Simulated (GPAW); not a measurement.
# A carbon nanotube (3, 3); one C replaced by Si: transmission at several levels

How well does a carbon nanotube (3, 3); one C replaced by Si conduct at low bias, and how far do basis and functional move the answer?

Method: GPAW LCAO, PAW setups; Landauer transmission from Green's functions with principal layers (ASE), zero bias, in GPAW 26.7.0.

This is a report of a sequence of runs, with the program logs left out and the cost of each run kept.

**1. Set-up**

The cell holds 144 atoms: 143 C and 1 Si. Cell: a = 12.068 Å, b = 12.068 Å, c = 29.514 Å, α = 90.0°, β = 90.0°, γ = 90.0°. Regions: left lead, 60 atoms (60 C); channel, 24 atoms (23 C and 1 Si); right lead, 60 atoms (60 C). Vacuum lies along a and b. The structure is stacked, and the current runs, along c.

**2. GPAW, szp**

The second zeta is dropped, the polarisation orbitals stay.

The input, run.py:

```python
import json
import numpy as np
from ase import Atoms
from ase.transport.calculators import TransportCalculator
from gpaw import GPAW, FermiDirac
from gpaw.lcao.tools import get_lcao_hamiltonian
from scipy.linalg import eigh

# The junction with lead layers at both ends, along the third cell vector
device = Atoms(
    ['C', 'C', 'C', 'C', 'C', 'C', 'C', 'C', 'C', 'C', 'C', 'C', 'C', 'C', 'C', 'C', 'C', 'C', 'C', 'C', 'C', 'C', 'C', 'C', 'C', 'C', 'C', 'C', 'C', 'C', 'C', 'C', 'C', 'C', 'C', 'C', 'C', 'C', 'C', 'C', 'C', 'C', 'C', 'C', 'C', 'C', 'C', 'C', 'C', 'C', 'C', 'C', 'C', 'C', 'C', 'C', 'C', 'C', 'C', 'C', 'C', 'C', 'C', 'C', 'C', 'C', 'C', 'C', 'Si', 'C', 'C', 'C', 'C', 'C', 'C', 'C', 'C', 'C', 'C', 'C', 'C', 'C', 'C', 'C', 'C', 'C', 'C', 'C', 'C', 'C', 'C', 'C', 'C', 'C', 'C', 'C', 'C', 'C', 'C', 'C', 'C', 'C', 'C', 'C', 'C', 'C', 'C', 'C', 'C', 'C', 'C', 'C', 'C', 'C', 'C', 'C', 'C', 'C', 'C', 'C', 'C', 'C', 'C', 'C', 'C', 'C', 'C', 'C', 'C', 'C', 'C', 'C', 'C', 'C', 'C', 'C', 'C', 'C', 'C', 'C', 'C', 'C', 'C', 'C'],
    positions=[
        [4.12267, 6.72967, 0.61488],
        [5.01700, 7.79550, 0.61488],
        [5.01700, 4.27250, 0.61488],
        [6.38720, 4.03090, 0.61488],
        [7.59213, 7.34143, 0.61488],
        [8.06800, 6.03400, 0.61488],
        [4.00000, 6.03400, 1.84463],
        [4.47587, 4.72657, 1.84463],
        [5.68080, 8.03710, 1.84463],
        [7.05100, 7.79550, 1.84463],
        [7.05100, 4.27250, 1.84463],
        [7.94534, 5.33833, 1.84463],
        [4.12267, 6.72967, 3.07439],
        [5.01700, 7.79550, 3.07439],
        [5.01700, 4.27250, 3.07439],
        [6.38720, 4.03090, 3.07439],
        [7.59213, 7.34143, 3.07439],
        [8.06800, 6.03400, 3.07439],
        [4.00000, 6.03400, 4.30415],
        [4.47587, 4.72657, 4.30415],
        [5.68080, 8.03710, 4.30415],
        [7.05100, 7.79550, 4.30415],
        [7.05100, 4.27250, 4.30415],
        [7.94534, 5.33833, 4.30415],
        [4.12267, 6.72967, 5.53390],
        [5.01700, 7.79550, 5.53390],
        [5.01700, 4.27250, 5.53390],
        [6.38720, 4.03090, 5.53390],
        [7.59213, 7.34143, 5.53390],
        [8.06800, 6.03400, 5.53390],
[... 108 atom lines left out ...]
        [4.00000, 6.03400, 28.89927],
        [4.47587, 4.72657, 28.89927],
        [5.68080, 8.03710, 28.89927],
        [7.05100, 7.79550, 28.89927],
        [7.05100, 4.27250, 28.89927],
        [7.94534, 5.33833, 28.89927]],
    cell=[[12.068, 0.0, 0.0], [0.0, 12.068, 0.0], [0.0, 0.0, 29.51415]],
    pbc=True)

# One principal layer of the lead: the first 36 atoms of the device
lead = Atoms(
    ['C', 'C', 'C', 'C', 'C', 'C', 'C', 'C', 'C', 'C', 'C', 'C', 'C', 'C', 'C', 'C', 'C', 'C', 'C', 'C', 'C', 'C', 'C', 'C', 'C', 'C', 'C', 'C', 'C', 'C', 'C', 'C', 'C', 'C', 'C', 'C'],
    positions=[
        [4.12267, 6.72967, 0.61488],
        [5.01700, 7.79550, 0.61488],
        [5.01700, 4.27250, 0.61488],
        [6.38720, 4.03090, 0.61488],
        [7.59213, 7.34143, 0.61488],
        [8.06800, 6.03400, 0.61488],
        [4.00000, 6.03400, 1.84463],
        [4.47587, 4.72657, 1.84463],
        [5.68080, 8.03710, 1.84463],
        [7.05100, 7.79550, 1.84463],
        [7.05100, 4.27250, 1.84463],
        [7.94534, 5.33833, 1.84463],
        [4.12267, 6.72967, 3.07439],
        [5.01700, 7.79550, 3.07439],
        [5.01700, 4.27250, 3.07439],
        [6.38720, 4.03090, 3.07439],
        [7.59213, 7.34143, 3.07439],
        [8.06800, 6.03400, 3.07439],
        [4.00000, 6.03400, 4.30415],
        [4.47587, 4.72657, 4.30415],
        [5.68080, 8.03710, 4.30415],
        [7.05100, 7.79550, 4.30415],
        [7.05100, 4.27250, 4.30415],
        [7.94534, 5.33833, 4.30415],
        [4.12267, 6.72967, 5.53390],
        [5.01700, 7.79550, 5.53390],
        [5.01700, 4.27250, 5.53390],
        [6.38720, 4.03090, 5.53390],
        [7.59213, 7.34143, 5.53390],
        [8.06800, 6.03400, 5.53390],
        [4.00000, 6.03400, 6.76366],
        [4.47587, 4.72657, 6.76366],
        [5.68080, 8.03710, 6.76366],
        [7.05100, 7.79550, 6.76366],
        [7.05100, 4.27250, 6.76366],
        [7.94534, 5.33833, 6.76366]],
    cell=[[12.068, 0.0, 0.0], [0.0, 12.068, 0.0], [0.0, 0.0, 7.37854]],
    pbc=True)

settings = dict(mode='lcao', basis='szp(dzp)', xc='PBE', h=0.2,
                occupations=FermiDirac(0.1), maxiter=250,
                mixer=dict(beta=0.1, nmaxold=8, weight=100.0),
                convergence=dict(density=0.0001))
energies = np.arange(-3, 3 + 1e-9, 0.075)
eta = 0.0001
n1, n2 = 1, 1
# k and -k transmit alike, so half of the mesh across the current serves
mesh = [(i, j) for i in range(n1) for j in range(n2) if (i, j) <= (-i % n1, -j % n2)]
weights = np.array([1 if (i, j) == (-i % n1, -j % n2) else 2 for i, j in mesh]) / (n1 * n2)

# [... helper functions left out ...]
fermi_lead = ground_state(lead, (1, 1, 15), 'lead.txt')
fermi_device = ground_state(device, (1, 1, 3), 'device.txt')
# [... loop over the mesh left out, but for ...]
        # Shift the lead onto the potential of the device's first layer
        shift = ((H[:, 0, 0] - H0[:, 0, 0]) / S0[0, 0]).real.mean()
# [...]
kT = 8.617333e-5 * 500
bias = [0.1, 0.2, 0.5, 1.0, 1.5, 2.0]
# [... integrals and printing left out ...]
```

Launch:

```console
OMP_NUM_THREADS=1 OPENBLAS_NUM_THREADS=1 python run.py
```

The job ended after 12 min (1 thread of Intel Xeon 6975P-C (Granite Rapids), shared host; peak memory 2.4 GiB).

This step gave:

```yaml
conductance: 1.922 G₀
largest_coupling_past_the_next_principal_layer: 5.44e-15 eV
largest_misfit_of_the_first_principal_layer: 0.01508 eV
shift_that_aligns_the_lead: 0.001816 eV
basis_functions_of_the_junction: 1296
basis_functions_of_a_principal_layer: 324
transmission_at_the_fermi_level_one_spin: 1.922
```

One spin. Table of transmission, zone mean by energy, zero at the Fermi level:

energy (eV), transmission, zone mean and a bar from the least value:
```
    -3.00       4.64 ############################
    -2.85       4.63 ###########################
    -2.70       4.61 ###########################
    -2.55       4.55 ###########################
    -2.33       4.28 #########################
    -2.17       0.94 
    -2.02       0.96 
    -1.88       0.98 
    -1.73       0.98 
    -1.57       0.99 
    -1.35       0.99 
    -1.20       1.62 #####
    -1.05       1.81 ######
    -0.90       1.86 #######
    -0.75       1.88 #######
    -0.60       1.89 #######
    -0.38       1.91 #######
    -0.23       1.92 #######
    -0.07       1.92 #######
     0.00       1.92 #######
     0.07       1.92 #######
     0.23       1.92 #######
     0.38       1.91 #######
     0.60       1.89 #######
     0.75       1.77 ######
     0.90       4.90 ##############################
     0.97       4.97 ##############################
     1.05       4.93 ##############################
     1.20       3.93 ######################
     1.35       4.12 ########################
     1.57       4.27 #########################
     1.73       4.32 #########################
     1.88       4.34 #########################
     2.02       4.36 #########################
     2.17       4.37 ##########################
     2.33       4.37 ##########################
     2.55       4.37 ##########################
     2.70       4.37 ##########################
     2.85       4.36 #########################
     3.00       4.35 #########################
```

Not self-consistent under bias; the bias window is split evenly. Table of current through one cell, from the zero-bias transmission by bias:

| bias (V) | current through one cell, from the zero-bias transmission (μA) |
| --- | --- |
| 0.100 | 14.9 |
| 0.200 | 29.8 |
| 0.500 | 74.4 |
| 1.000 | 148 |
| 1.500 | 224 |
| 2.000 | 340 |

Transmission of the three most open eigenchannels against energy, zero at the Fermi level:

| energy (eV) | channel 1 | channel 2 | channel 3 |
| --- | --- | --- | --- |
| -3.00 | 0.999 | 0.998 | 0.996 |
| -2.77 | 0.999 | 0.998 | 0.993 |
| -2.55 | 0.999 | 0.997 | 0.988 |
| -2.40 | 0.999 | 0.995 | 0.983 |
| -2.17 | 0.940 | 5.3e-7 | 3.0e-8 |
| -1.95 | 0.973 | 1.4e-11 | 3.7e-12 |
| -1.73 | 0.982 | 0 | 0 |
| -1.57 | 0.985 | 0 | 0 |
| -1.35 | 0.992 | 0 | 0 |
| -1.12 | 0.986 | 0.768 | 0 |
| -0.90 | 0.988 | 0.868 | 0 |
| -0.75 | 0.989 | 0.890 | 0 |
| -0.53 | 0.990 | 0.907 | 0 |
| -0.30 | 0.991 | 0.921 | 0 |
| -0.07 | 0.991 | 0.931 | 0 |
| 0.00 | 0.995 | 0.927 | 0 |
| 0.07 | 0.990 | 0.934 | 0 |
| 0.30 | 0.986 | 0.931 | 0 |
| 0.53 | 0.976 | 0.926 | 2.1e-11 |
| 0.75 | 0.985 | 0.782 | 2.7e-6 |
| 0.90 | 0.997 | 0.996 | 0.994 |
| 1.12 | 0.998 | 0.996 | 0.996 |
| 1.35 | 0.998 | 0.997 | 0.996 |
| 1.57 | 0.998 | 0.998 | 0.996 |
| 1.73 | 0.999 | 0.998 | 0.996 |
| 1.95 | 0.999 | 0.998 | 0.996 |
| 2.17 | 0.998 | 0.998 | 0.995 |
| 2.40 | 0.998 | 0.997 | 0.993 |
| 2.55 | 0.998 | 0.996 | 0.990 |
| 2.77 | 0.998 | 0.993 | 0.988 |
| 3.00 | 0.997 | 0.991 | 0.988 |

Couplings past the next layer reach 5.4e-15 eV, small enough to drop; the first layer differs from the bulk lead by up to 0.015 eV, a small residual of the finite cell.

**3. Minimal basis, basis sz(dzp)**

The minimal basis is the cheapest rung: no second zeta and no polarisation.

Changes to run.py since step 2:

```diff
@@ -95,3 +95,3 @@
 
-settings = dict(mode='lcao', basis='szp(dzp)', xc='PBE', h=0.2,
+settings = dict(mode='lcao', basis='sz(dzp)', xc='PBE', h=0.2,
                 occupations=FermiDirac(0.1), maxiter=250,
```

Elapsed: 2.7 min, on 1 thread; peak memory 1.8 GiB.

Read from the output:

| Quantity | Value |
| --- | --- |
| conductance | 1.953 G₀ |
| largest coupling past the next principal layer | 4.68e-15 eV |
| largest misfit of the first principal layer | 0.009416 eV |
| shift that aligns the lead | -7.25e-4 eV |
| basis functions of the junction | 576 |
| basis functions of a principal layer | 144 |
| transmission at the Fermi level (one spin) | 1.959 |

One spin. The transmission, zone mean by energy, zero at the Fermi level:

| energy (eV) | transmission, zone mean |
| --- | --- |
| -3.00 | 4.79 |
| -2.85 | 4.77 |
| -2.70 | 4.75 |
| -2.55 | 4.70 |
| -2.33 | 4.44 |
| -2.17 | 0.916 |
| -2.02 | 0.988 |
| -1.88 | 0.990 |
| -1.73 | 0.992 |
| -1.57 | 0.993 |
| -1.35 | 0.998 |
| -1.20 | 1.88 |
| -1.05 | 1.91 |
| -0.90 | 1.92 |
| -0.75 | 1.93 |
| -0.60 | 1.94 |
| -0.38 | 1.94 |
| -0.23 | 1.95 |
| -0.07 | 1.95 |
| 0.00 | 1.96 |
| 0.07 | 1.95 |
| 0.23 | 1.95 |
| 0.38 | 1.94 |
| 0.60 | 1.92 |
| 0.75 | 1.91 |
| 0.90 | 1.88 |
| 1.05 | 1.71 |
| 1.20 | 3.67 |
| 1.35 | 4.20 |
| 1.57 | 4.44 |
| 1.73 | 4.50 |
| 1.88 | 4.53 |
| 2.02 | 4.56 |
| 2.17 | 4.57 |
| 2.33 | 4.57 |
| 2.55 | 4.57 |
| 2.70 | 4.56 |
| 2.85 | 4.55 |
| 3.00 | 4.54 |

Not self-consistent under bias; the bias window is split evenly. The current through one cell, from the zero-bias transmission by bias:

| bias (V) | current through one cell, from the zero-bias transmission (μA) |
| --- | --- |
| 0.100 | 15.1 |
| 0.200 | 30.2 |
| 0.500 | 75.5 |
| 1.000 | 151 |
| 1.500 | 225 |
| 2.000 | 299 |

Transmission of the three most open eigenchannels against energy, zero at the Fermi level:

| energy (eV) | channel 1 | channel 2 | channel 3 |
| --- | --- | --- | --- |
| -3.00 | 0.999 | 0.998 | 0.997 |
| -2.77 | 0.999 | 0.998 | 0.994 |
| -2.55 | 0.999 | 0.997 | 0.989 |
| -2.40 | 0.999 | 0.996 | 0.987 |
| -2.17 | 0.916 | 3.6e-7 | 9.0e-9 |
| -1.95 | 0.990 | 5.6e-12 | 2.2e-12 |
| -1.73 | 0.992 | 0 | 0 |
| -1.57 | 0.993 | 0 | 0 |
| -1.35 | 0.998 | 6.8e-9 | 0 |
| -1.12 | 0.977 | 0.923 | 0 |
| -0.90 | 0.984 | 0.940 | 0 |
| -0.75 | 0.987 | 0.944 | 0 |
| -0.53 | 0.989 | 0.948 | 0 |
| -0.30 | 0.991 | 0.954 | 0 |
| -0.07 | 0.992 | 0.958 | 0 |
| 0.00 | 0.991 | 0.968 | 0 |
| 0.07 | 0.992 | 0.958 | 0 |
| 0.30 | 0.989 | 0.953 | 0 |
| 0.53 | 0.984 | 0.945 | 0 |
| 0.75 | 0.972 | 0.939 | 0 |
| 0.90 | 0.946 | 0.937 | 9.2e-12 |
| 1.12 | 0.937 | 0.0126 | 1.3e-6 |
| 1.35 | 0.997 | 0.997 | 0.996 |
| 1.57 | 0.998 | 0.998 | 0.997 |
| 1.73 | 0.998 | 0.998 | 0.997 |
| 1.95 | 0.999 | 0.998 | 0.997 |
| 2.17 | 0.999 | 0.999 | 0.997 |
| 2.40 | 0.999 | 0.998 | 0.996 |
| 2.55 | 0.999 | 0.998 | 0.996 |
| 2.77 | 0.999 | 0.997 | 0.995 |
| 3.00 | 0.998 | 0.995 | 0.994 |

The current reaches 299 μA at 2 V, close to what the ratio of current to bias at 0.1 V would give.

**4. RPBE in the szp basis: xc = "RPBE"**

Back in the szp basis, the functional changes from PBE to RPBE, to set the spread between functionals beside that between bases.

Changes to run.py since step 3:

```diff
@@ -95,3 +95,3 @@
 
-settings = dict(mode='lcao', basis='sz(dzp)', xc='PBE', h=0.2,
+settings = dict(mode='lcao', basis='szp(dzp)', xc='RPBE', h=0.2,
                 occupations=FermiDirac(0.1), maxiter=250,
```

It took 12 min on 1 thread; peak memory 2.4 GiB.

Read from the output:

- conductance: 1.922 G₀
- largest coupling past the next principal layer: 3.66e-15 eV
- largest misfit of the first principal layer: 0.01403 eV
- shift that aligns the lead: 0.001181 eV
- basis functions of the junction: 1296
- basis functions of a principal layer: 324
- transmission at the Fermi level (one spin): 1.924

The conductance equals that of the szp run to 0.2 %.

**5. The ladder**

Times are for 1 thread of Intel Xeon 6975P-C (Granite Rapids), shared host. The runs compared:

| no. | run | conductance (G₀) | time | memory (GiB) |
| --- | --- | --- | --- | --- |
| 1 | szp | 1.922 | 12 min | 2.4 |
| 2 | sz | 1.953 | 2.7 min | 1.8 |
| 3 | szp RPBE | 1.922 | 12 min | 2.4 |

**6. The levels side by side**

The curves are compared point by point over the common energies.

This step: comparison of transmission and cost over codes and levels (GPAW 26.7.0).

Ladder, by row:

| step | code | T at the Fermi level (sum over the listed spins) | conductance (G0) | r.m.s. T(E) from the first | wall time (s) | peak memory (GiB) |
| --- | --- | --- | --- | --- | --- | --- |
| szp | GPAW | 1.922 | 1.922 | 0 | 747.9 | 2.4 |
| sz | GPAW | 1.959 | 1.953 | 0.8031 | 159.9 | 1.76 |
| szp-RPBE | GPAW | 1.924 | 1.922 | 0.07535 | 744.9 | 2.4 |

Table of transmission, zone mean, sum over the listed spins by energy, zero at the Fermi level:

| energy (eV) | szp | sz | szp-RPBE |
| --- | --- | --- | --- |
| -3.00 | 4.64 | 4.79 | 4.64 |
| -2.77 | 4.62 | 4.76 | 4.62 |
| -2.55 | 4.55 | 4.70 | 4.54 |
| -2.40 | 4.43 | 4.59 | 4.41 |
| -2.17 | 0.940 | 0.916 | 0.397 |
| -1.95 | 0.973 | 0.990 | 0.974 |
| -1.73 | 0.982 | 0.992 | 0.983 |
| -1.57 | 0.985 | 0.993 | 0.986 |
| -1.35 | 0.992 | 0.998 | 0.992 |
| -1.12 | 1.75 | 1.90 | 1.76 |
| -0.90 | 1.86 | 1.92 | 1.86 |
| -0.75 | 1.88 | 1.93 | 1.88 |
| -0.53 | 1.90 | 1.94 | 1.90 |
| -0.30 | 1.91 | 1.95 | 1.91 |
| -0.07 | 1.92 | 1.95 | 1.92 |
| 0.00 | 1.92 | 1.96 | 1.92 |
| 0.07 | 1.92 | 1.95 | 1.92 |
| 0.30 | 1.92 | 1.94 | 1.92 |
| 0.53 | 1.90 | 1.93 | 1.90 |
| 0.75 | 1.77 | 1.91 | 1.85 |
| 0.90 | 4.90 | 1.88 | 4.92 |
| 0.97 | 4.97 | 1.85 | 4.98 |
| 1.12 | 4.72 | 0.949 | 4.77 |
| 1.35 | 4.12 | 4.20 | 4.10 |
| 1.57 | 4.27 | 4.44 | 4.26 |
| 1.73 | 4.32 | 4.50 | 4.31 |
| 1.95 | 4.35 | 4.55 | 4.35 |
| 2.17 | 4.37 | 4.57 | 4.36 |
| 2.40 | 4.37 | 4.57 | 4.37 |
| 2.55 | 4.37 | 4.57 | 4.37 |
| 2.77 | 4.36 | 4.56 | 4.36 |
| 3.00 | 4.35 | 4.54 | 4.35 |

**7. Broadening 1e-06: eta = 1e-06**

The broadening keeps the Green's functions finite; too large a value absorbs electrons where channels are open and leaks them where none are.

This step: GPAW LCAO, PAW setups; Landauer transmission from Green's functions with principal layers (ASE), zero bias (GPAW 26.7.0).

Changes to run.py since step 4:

```diff
@@ -95,3 +95,3 @@
 
-settings = dict(mode='lcao', basis='szp(dzp)', xc='RPBE', h=0.2,
+settings = dict(mode='lcao', basis='szp(dzp)', xc='PBE', h=0.2,
                 occupations=FermiDirac(0.1), maxiter=250,
@@ -100,3 +100,3 @@
 energies = np.arange(-3, 3 + 1e-9, 0.075)
-eta = 0.0001
+eta = 1e-06
 n1, n2 = 1, 1
```

It took 13 min on 1 thread; peak memory 2.4 GiB.

Numbers from this step:

* conductance: 1.923 G₀
* largest coupling past the next principal layer: 6.14e-15 eV
* largest misfit of the first principal layer: 0.01508 eV
* shift that aligns the lead: 0.001816 eV
* transmission at the Fermi level (one spin): 1.919

One spin. Transmission, zone mean against energy, zero at the Fermi level:

| energy (eV) | transmission, zone mean |
| --- | --- |
| -3.0000 | 4.65 |
| -2.7750 | 4.63 |
| -2.4750 | 4.52 |
| -2.2500 | 3.82 |
| -2.0250 | 0.964 |
| -1.7250 | 0.983 |
| -1.5000 | 0.988 |
| -1.2750 | 0.998 |
| -0.9750 | 1.84 |
| -0.7500 | 1.88 |
| -0.5250 | 1.90 |
| -0.2250 | 1.92 |
| 0.0000 | 1.92 |
| 0.2250 | 1.92 |
| 0.5250 | 1.90 |
| 0.7500 | 1.78 |
| 0.9750 | 4.98 |
| 1.2750 | 4.02 |
| 1.5000 | 4.24 |
| 1.7250 | 4.32 |
| 2.0250 | 4.37 |
| 2.2500 | 4.38 |
| 2.4750 | 4.38 |
| 2.7750 | 4.37 |
| 3.0000 | 4.35 |

Not self-consistent under bias; the bias window is split evenly. The current through one cell, from the zero-bias transmission by bias:

| bias (V) | current through one cell, from the zero-bias transmission (μA) |
| --- | --- |
| 0.100 | 14.9 |
| 0.200 | 29.8 |
| 0.500 | 74.5 |
| 1.000 | 149 |
| 1.500 | 225 |
| 2.000 | 340 |

Table of transmission of the three most open eigenchannels by energy, zero at the Fermi level:

| energy (eV) | channel 1 | channel 2 | channel 3 |
| --- | --- | --- | --- |
| -3.0000 | 1.000 | 1.000 | 0.997 |
| -2.7750 | 1.000 | 1.000 | 0.995 |
| -2.4750 | 1.000 | 0.999 | 0.989 |
| -2.2500 | 1.000 | 0.964 | 0.921 |
| -2.0250 | 0.964 | 0 | 0 |
| -1.7250 | 0.983 | 0 | 0 |
| -1.5000 | 0.988 | 0 | 0 |
| -1.2750 | 0.998 | 0 | 0 |
| -0.9750 | 0.990 | 0.851 | 0 |
| -0.7500 | 0.990 | 0.891 | 0 |
| -0.5250 | 0.992 | 0.908 | 0 |
| -0.2250 | 0.993 | 0.927 | 0 |
| 0.0000 | 0.995 | 0.924 | 0 |
| 0.2250 | 0.989 | 0.934 | 0 |
| 0.5250 | 0.977 | 0.927 | 0 |
| 0.7500 | 0.988 | 0.788 | 2.7e-10 |
| 0.9750 | 1.000 | 0.998 | 0.998 |
| 1.2750 | 1.000 | 0.998 | 0.998 |
| 1.5000 | 1.000 | 0.999 | 0.998 |
| 1.7250 | 1.000 | 1.000 | 0.998 |
| 2.0250 | 1.000 | 1.000 | 0.997 |
| 2.2500 | 1.000 | 0.999 | 0.995 |
| 2.4750 | 0.999 | 0.998 | 0.993 |
| 2.7750 | 0.999 | 0.995 | 0.989 |
| 3.0000 | 0.999 | 0.992 | 0.990 |

The conductance equals that of the szp run to 0.2 %.

**8. What came out**

```yaml
conductance: 1.92 G₀
transmission_at_the_fermi_level_mean_of_the_spins: 1.92
thermopower: about 0 (under 1.5 μV/K)
```

**Reading.** In the szp basis the junction conducts 1.92 G₀ at 500 K, with T = 1.92 a spin at the Fermi level; the sz basis reaches that conductance within 10 %. At the Fermi level two eigenchannels carry the current (0.99 and 0.93). Measured against the first run (szp), the nearest curve is that of szp-RPBE (r.m.s. 0.075) and the farthest that of sz (0.80). Over the compared runs wall time goes from 160 s (sz) to 748 s (szp), on a shared host. The geometry was built from estimated bond lengths and not relaxed, so the numbers describe this model structure. The currents use the zero-bias T(E) throughout, which holds only while the bias is small against the distance to the nearest feature. The energy step is wider than the thermal energy, so the conductance and thermopower rest on interpolation of T(E).

[Long decimals in the printed logs are rounded to 6 places.]

[Logs are printed without paths, hosts, clocks, repeated set-up lines and the standing remarks that a program may print on its own settings, such as how far it seeks lower states.]

[Hosts, paths, dates, database ids (printed as entryN), source tags and the programs' standing remarks are cut or masked in the printed files.]
